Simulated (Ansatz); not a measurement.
# A hypothetical structure for Sr2PH, part 2 of 2

This structure for Sr2PH is made up. Its elements were placed in a known structure type with a cell scaled to their sizes. What cell does the guess relax to, and how far off was it?

Ansatz 0.2.0; DFT, PBE, plane-wave PAW, files of the set soft_1, scalar-relativistic, no spin, cell and ions relaxed at zero pressure; PAW set soft_1 (the session's first sound run).

So far: The structure; Relaxing cell and atoms. The relaxed cell has a = 4.383, c = 19.335 Å (conventional setting).

### 3. Bands of the relaxed cell

A second self-consistent run takes a narrower smearing and the mesh shown in its input; the bands follow along the standard path of the relaxed lattice.

This step: DFT, PBE, plane-wave PAW, files of the set soft_1, scalar-relativistic, no spin, bands and density of states at the relaxed cell; PAW set soft_1 (Ansatz 0.2.0).

The input, input.yaml:

```yaml
crystal:
  lattice:
    - [2.1915529824, 1.2652937042, 6.4449566216]
    - [-2.1915529824, 1.2652937042, 6.4449566216]
    - [0.0, -2.5305874089, 6.4449566215]
  atoms:
    - { symbol: Sr, position: [0.2475158223, 0.2475158223, 0.2475158223] }
    - { symbol: Sr, position: [0.7524841777, 0.7524841777, 0.7524841777] }
    - { symbol: P, position: [0.5, 0.5, 0.5] }
    - { symbol: H, position: [0.0, 0.0, 0.0] }
kpoints:
  mp_grid: { grid: [8, 8, 8] }
  band_path:
    path:
      - [[0.0, 0.0, 0.0], [0.5, 0.0, 0.0], [0.5, 0.19236183, -0.19236183]]
      - [[0.80763817, 0.5, 0.19236183], [0.5, 0.5, 0.5], [0.0, 0.0, 0.0], [0.34618092, 0.0, -0.34618092]]
      - [[0.65381908, 0.34618092, 0.0], [0.5, 0.5, 0.0], [0.65381908, 0.65381908, 0.19236183], [0.5, 0.5, 0.5]]
      - [[0.5, 0.0, 0.0], [0.80763817, 0.34618092, 0.34618092]]
    npoints: 8
scf:
  occupations: { method: fermi_dirac, width: 0.03 }
  n_extra_bands: 8
hamiltonian:
  xc: pbe
  pseudopotentials: { kind: paw, azcp: { folder: soft_1 } }
output:
  forces: true
  stress: true
  write_bands: true
  dos: { projected: true }
  write_density: true
  write_potential: true
  elf: true
  volumetric_format: npy
```

Run with:

```console
$ ansatz run input.yaml --threads 4 --pin off --max-ram 8192MiB --backend cpu --events-out ev --progress --plain --runs-dir out
```

Numbers of over 12 decimals in the logs are rounded to 6 here.

The log of the run:

```text
[...]
Crystal: 4 atoms, lattice volume = 107.230 Å³
Basis set: ecut = 420 eV, 2121 PW (Γ), FFT grids on a1−a2, a2, −a2+a3, exchange–correlation on 60×96×60 points (8 copies of the dense FFT grid, shifted against one another)
Bands: 21, of which v1, the nominal top of the filled ones, is band 13 counted from 1 (12 counted from 0)
Symmetry: 12 space group operations
[...]
k-points: 65 of 512
[...]
SCF iter   1: F=—  HF=-7863.704315 eV  |F-HF|=—  |Δ(HF+E_count)|=         —  Δρ=2.94e-2  dr2=2.01e0  ethr=3.10e-3  ⟨swp⟩=10.0  Hψ=9641  notcnv=0  defer=1
[...]
SCF iter   7: F=-7863.260213 eV  HF=-7863.260213 eV  |F-HF|=5.77e-8  |Δ(HF+E_count)|=   3.36e-6  Δρ=5.90e-6  dr2=4.12e-8  ethr=3.85e-10  ⟨swp⟩=22.3  Hψ=14176  notcnv=0
SCF 1 converged in 7 iterations: F = -7863.260213 eV  dr2 = 4.12e-8
[...]
NSCF: frozen V_eff on 76 k-points
SCF converged after 7 iterations
Free energy (F): -7863.260213 eV
[...]
Internal energy: -7863.260213 eV  (E = F + TS)
E sigma→0 (E₀):  -7863.260213 eV
Fermi energy:    6.113967 eV
[...]
--- Forces (eV/Å), atoms counted from 1 ---
  atom   1  Sr     0.00000000    -0.00000000     0.00646248
  atom   2  Sr    -0.00000000     0.00000000    -0.00646248
  atom   3  P     -0.00000000     0.00000000    -0.00000000
  atom   4  H     -0.00000000     0.00000000     0.00000000
  max |Σ_I F_I| component: 4.92e-18 eV/Å
--- Stress (GPa, compression-positive) ---
        0.013101       0.000000      -0.000000
        0.000000       0.013101      -0.000000
       -0.000000      -0.000000       0.030194
  P = ⅓ Tr σ = 0.0188 GPa (0.188 kbar)
--- Band table (eV; the first three rows and the last of 65) ---
  k-point 0: bands = [... 9 lower, 2.5511, 3.8759, 5.3214, 5.3214, 8.8290, 8.8290, 9.4057, 10.0907, ... 4 higher]
  k-point 1: bands = [... 9 lower, 2.5256, 4.0382, 5.2338, 5.3295, 8.5039, 8.9048, 8.9105, 9.5839, ... 4 higher]
  k-point 2: bands = [... 9 lower, 2.5826, 4.3649, 4.9293, 5.3381, 7.7603, 8.1537, 9.1459, 9.5484, ... 4 higher]
  k-point 64: bands = [... 9 lower, 1.9413, 5.1563, 5.3985, 5.3985, 7.9262, 9.0558, 9.0558, 9.3455, ... 4 higher]
```

Run time: 4 s. Hardware: 4 threads of Arm Neoverse V2, shared host; peak memory 0.43 GiB.

Numbers from this step:

```yaml
fermi_energy: 6.114 eV
pressure: 0.01880 GPa
gap_on_the_k_mesh: 1.350 eV
```

From bands.tsv. The electronic bands at the labelled points (eV, zero at the valence top; v1 is the highest filled band, c1 the lowest empty one):

```tsv
point	v4	v3	v2	v1	c1	c2	c3	c4
Γ	-2.85	-1.52	-0.08	-0.08	3.43	3.43	4.01	4.69
halfway	-2.82	-1.03	-0.47	-0.06	2.36	2.76	3.75	4.15
L	-2.48	-1.14	-0.48	-0.07	1.35	2.41	4.11	4.13
halfway	-2.36	-1.10	-0.50	-0.46	1.59	2.84	3.04	5.13
B1	-2.28	-1.04	-0.87	-0.43	1.96	2.53	3.76	3.97
jump to B	-2.28	-1.04	-0.87	-0.43	1.96	2.53	3.76	3.97
halfway	-2.90	-0.86	-0.53	-0.10	2.34	2.51	3.82	4.16
Z	-3.46	-0.24	0.00	0.00	2.53	3.66	3.66	3.95
halfway	-3.21	-0.89	-0.04	-0.04	3.39	3.59	3.59	3.90
Γ	-2.85	-1.52	-0.08	-0.08	3.43	3.43	4.01	4.69
halfway	-2.77	-0.84	-0.58	-0.17	2.20	2.60	3.52	4.42
X	-2.27	-1.03	-0.87	-0.43	1.90	2.60	3.63	4.08
jump to Q	-2.27	-1.03	-0.87	-0.43	1.90	2.60	3.63	4.08
halfway	-2.32	-1.48	-0.46	-0.36	1.92	2.62	3.82	4.33
F	-2.35	-1.67	-0.47	-0.10	1.76	2.65	4.34	4.78
halfway	-2.35	-1.64	-0.48	-0.10	1.77	2.58	4.34	4.69
P1	-2.37	-1.57	-0.50	-0.09	1.80	2.42	4.35	4.51
halfway	-3.02	-0.76	-0.48	-0.03	2.34	2.60	3.94	4.15
Z	-3.46	-0.24	0.00	0.00	2.53	3.66	3.66	3.95
jump to L	-2.48	-1.14	-0.48	-0.07	1.35	2.41	4.11	4.13
halfway	-2.44	-1.30	-0.50	-0.08	1.57	2.35	4.15	4.21
P	-2.37	-1.57	-0.50	-0.09	1.80	2.42	4.35	4.51
```

States per cell as run, both spins, in windows of 1 eV, from dos.tsv (zero at the valence-band top):

```csv
from,to,total
-8,-7,2.00
-7,-6,0.00
-6,-5,0.00
-5,-4,0.00
-4,-3,0.21
-3,-2,1.79
-2,-1,1.29
-1,0,4.71
0,1,0.00
1,2,1.11
2,3,2.54
3,4,2.25
4,5,3.26
5,6,4.27
```

A further 16.0 states lie below the table's range.

ELF in the ac plane of the conventional cell at fractional y = 0.000, with atoms of Sr and P and H within 0.2 Å of it. It is the smooth field of the valence electrons, not physical close to the nuclei.

Ten even steps from '_' (0.02) to '@' (1.00), each cell a mean:
```
@@@@%%++::__________--##@@@@
==--..________..________::--
________..............______
____..--++********++==::..__
==--::..--**####**==::..--==
==**##==....--==::..::**##++
**####==______..____::**##**
::::..__..::====--..____..::
__________........__________
++==::______....______..--==
######==::____..__..--**####
::==##%%**--..__::++##%%**--
--++####**--____..==##%%##==
####**--..__....____::++####
==--..________..______..::--
________....::::::..________
==--::____..----::..__..--==
==####++..____..____::**##++
++##**--..::==++--..::++##**
::::..::==**######++--....::
____..--====++++++==--::..__
____________......__________
**++--..______________..==++
@@@@@@##--________..++%%@@@@
```
Columns run along a (4.4 Å), rows up along c (19.3 Å), edges of the conventional cell, whose origin can differ from the input's. Atoms in or near the plane, at fractional coordinates: Sr at (0.00, 0.25), Sr at (0.00, 0.75), P at (0.00, 0.50), H at (0.00, 0.00).

Electrostatic potential energy in the ac plane of the conventional cell at fractional y = 0.000, with atoms of Sr and P and H within 0.2 Å of it. With pseudopotentials it is smooth inside the atoms' cores, unlike the true potential.

Ten even steps from '_' (-59 eV) to '@' (9 eV), each cell a mean:
```
%%@@@@@@@@@@@@@@@@@@@@@@@@%%
@@@@@@@@@@@@@@@@@@@@@@@@@@@@
@@@@@@@@@@@@@@@@@@@@@@@@@@@@
@@@@@@@@@@@@@@@@@@@@@@@@@@@@
##%%%%@@@@@@@@@@@@@@@@@@%%##
____==%%@@@@@@@@@@@@%%**..__
..::++%%@@@@@@@@@@@@%%##==..
%%%%@@@@@@@@@@@@@@@@@@@@@@%%
@@@@@@@@@@@@@@@@@@@@@@@@@@@@
@@@@@@@@@@@@@@@@@@@@@@@@@@@@
%%@@@@@@@@@@@@@@@@@@@@@@@@@@
----**@@@@@@@@@@@@@@@@%%++--
--==##@@@@@@@@@@@@@@@@%%**==
@@@@@@@@@@@@@@@@@@@@@@@@@@@@
@@@@@@@@@@@@@@@@@@@@@@@@@@@@
@@@@@@@@@@@@@@@@@@@@@@@@@@@@
%%%%%%@@@@@@@@@@@@@@@@@@%%%%
__..==%%@@@@@@@@@@@@%%##::__
__..++%%@@@@@@@@@@@@%%##--..
%%%%@@@@@@@@@@@@@@@@@@@@@@%%
@@@@@@@@@@@@@@@@@@@@@@@@@@@@
@@@@@@@@@@@@@@@@@@@@@@@@@@@@
@@@@@@@@@@@@@@@@@@@@@@@@@@@@
**%%@@@@@@@@@@@@@@@@@@@@@@##
```
Columns run along a (4.4 Å; values clipped at the 3rd and 97th percentile), rows up along c (19.3 Å), edges of the conventional cell, whose origin can differ from the input's. Atoms in or near the plane, at fractional coordinates: Sr at (0.00, 0.25), Sr at (0.00, 0.75), P at (0.00, 0.50), H at (0.00, 0.00).

Valence density in the ac plane of the conventional cell at fractional y = 0.000, with atoms of Sr and P and H within 0.2 Å of it. It is the smooth field of the valence electrons, not physical close to the nuclei.

Ten steps, logarithmic in the rise over the least value, from '0' (0.0 e/Å³) to '9' (2.3 e/Å³), each cell a mean:
```
65421000012346
11111233321111
00012344432100
11223445443211
76533444443456
99863222235799
99852111114789
44211111111234
00000122110000
22111233321122
55543333333455
56764322245676
67654322235676
54433333333445
11111233211111
00000112110000
65421111111346
99863111124799
99863333334799
54333444443345
01123444443210
00012344332100
22111223211122
76421000012357
```
Columns run along a (4.4 Å), rows up along c (19.3 Å), edges of the conventional cell, whose origin can differ from the input's. Atoms in or near the plane, at fractional coordinates: Sr at (0.00, 0.25), Sr at (0.00, 0.75), P at (0.00, 0.50), H at (0.00, 0.00).

### 4. Outcome

| Quantity | Value |
| --- | --- |
| space group, relaxed | R-3m |
| conventional cell | a = 4.383, b = 4.383, c = 19.335 Å; α = 90.0°, β = 90.0°, γ = 120.0° |
| volume per atom | 26.81 Å³ (guess 21.42) |

In words: Sr2PH relaxes to R-3m with a = 4.383, b = 4.383 and c = 19.335 Å. The guessed volume was 20 % too small. The space group R-3m was held in the relaxation, so the end point is a stationary structure within it and may be a saddle against distortions or other arrangements. It has an indirect Kohn–Sham gap of 1.35 eV, which semilocal functionals understate. On the 8×8×8 mesh with the narrower smearing (relaxed on 8×8×8) the largest force component is 0.006 eV/Å and the largest stress component is 0.030 GPa, within the relaxation's thresholds of 0.015 eV/Å and 0.05 GPa. The cutoff wasn't tested. No dispersion term is used, so weakly bound directions may come out too long. Nothing here tests whether the compound is stable against decomposition.

[Logs are printed without paths, hosts, clocks, repeated set-up lines and the standing remarks that a program may print on its own settings, such as how far it seeks lower states.]

[Hosts, paths, dates, database ids (printed as entryN), source tags and the programs' standing remarks are cut or masked in the printed files.]
